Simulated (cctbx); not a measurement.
# Accept or mend?

Cell a = 14.1920 Å, b = 3.5000 Å, c = 6.9740 Å, α = 90.00°, β = 115.22°, γ = 90.00°; space group C2/m (no. 12).

The data are simulated with cctbx, not measured: Mo Kα, λ = 0.71073 Å, to d = 0.77 Å, 95 % of the full sphere, strongest reflection 40000 counts, noise from counting, a 2 % proportional error and a noise floor of 2 counts (s.d.); no absorption.

An anisotropic refinement with weights 1/σ² prints:

```text
Rint 0.016, 54 unique reflections to 1.60 A
cycle     R1     wR2    GooF  max shift (A)
   1  0.0084  0.0217   1.567   0.00303
   2  0.0062  0.0132   0.951   0.00000
final R1 0.0062 wR2 0.0132 GooF 0.951  parameters 22  data/parameter 2.5
atom        x        y        z      Ueq    occ   su(xyz)  su(Uiso or U11)
Te1    0.00000  0.00000  0.00000   0.0107  1.000  0.00000  0.0009
Te2    0.23550  0.50000  0.68282   0.0117  1.000  0.00007  0.0007
P1     0.14860  0.50000  0.97453   0.0113  1.000  0.00032  0.0021
P2     0.41117  0.50000  0.55346   0.0098  1.000  0.00032  0.0021
difference map: max 0.10 min -0.12 rms 0.04
Q1    0.0318  0.5000  0.8714    4    0.11  1.50 A from P1
Q2    0.0237  0.0000  0.2187    4    0.10  1.42 A from Te1
Q3    0.0000  0.5000  0.5000    2    0.08  2.28 A from P2
Q4    0.2175  0.5000  0.4408    4    0.08  1.60 A from Te2
Q5    0.2152  0.0000  0.1186    4    0.08  1.26 A from Te2
Q6    0.1284  0.5000  0.6873    4    0.07  1.53 A from Te2
```

Q: Accept it or mend it, and why?

Mend it. The fault: data cut at low resolution. Against the right model at the same level, R1 goes from 0.0071 to 0.0062 and GooF from 0.98 to 0.95. The atoms are right, but there are too few data for the parameters: R1 flatters and the s.u.s grow. Data per parameter fall from 19.1 to 2.5.

The compound is Te3P4. The right model at the same level gives:

```text
Rint 0.016, 420 unique reflections to 0.77 A
cycle     R1     wR2    GooF  max shift (A)
   1  0.0231  0.0618   3.432   0.00191
   2  0.0071  0.0176   0.978   0.00000
final R1 0.0071 wR2 0.0176 GooF 0.978  parameters 22  data/parameter 19.1
atom        x        y        z      Ueq    occ   su(xyz)  su(Uiso or U11)
Te1    0.00000  0.00000  0.00000   0.0107  1.000  0.00000  0.0001
Te2    0.23551  0.50000  0.68284   0.0117  1.000  0.00002  0.0001
P1     0.14858  0.50000  0.97441   0.0114  1.000  0.00008  0.0002
P2     0.41099  0.50000  0.55325   0.0102  1.000  0.00008  0.0002
difference map: max 0.34 min -0.29 rms 0.08
Q1    0.2223  0.5000  0.5189    4    0.34  1.08 A from Te2
Q2    0.0298  0.5000  0.6483    4    0.29  2.18 A from P1
Q3    0.0188  0.3367  0.1366    8    0.27  1.47 A from Te1
Q4    0.2185  0.0000  0.4007    4    0.26  1.04 A from Te2
Q5    0.0365  0.3271  0.5153    8    0.26  1.55 A from P2
Q6    0.2400  0.0000  0.9207    4    0.26  1.43 A from P1
```

The model is made up (kin elements in a known structure type, no relaxation), so it says nothing on whether the phase exists.

[Middle refinement cycles are left out of these outputs.]

[Logs are printed without paths, hosts, clocks, repeated set-up lines and the standing remarks that a program may print on its own settings, such as how far it seeks lower states.]
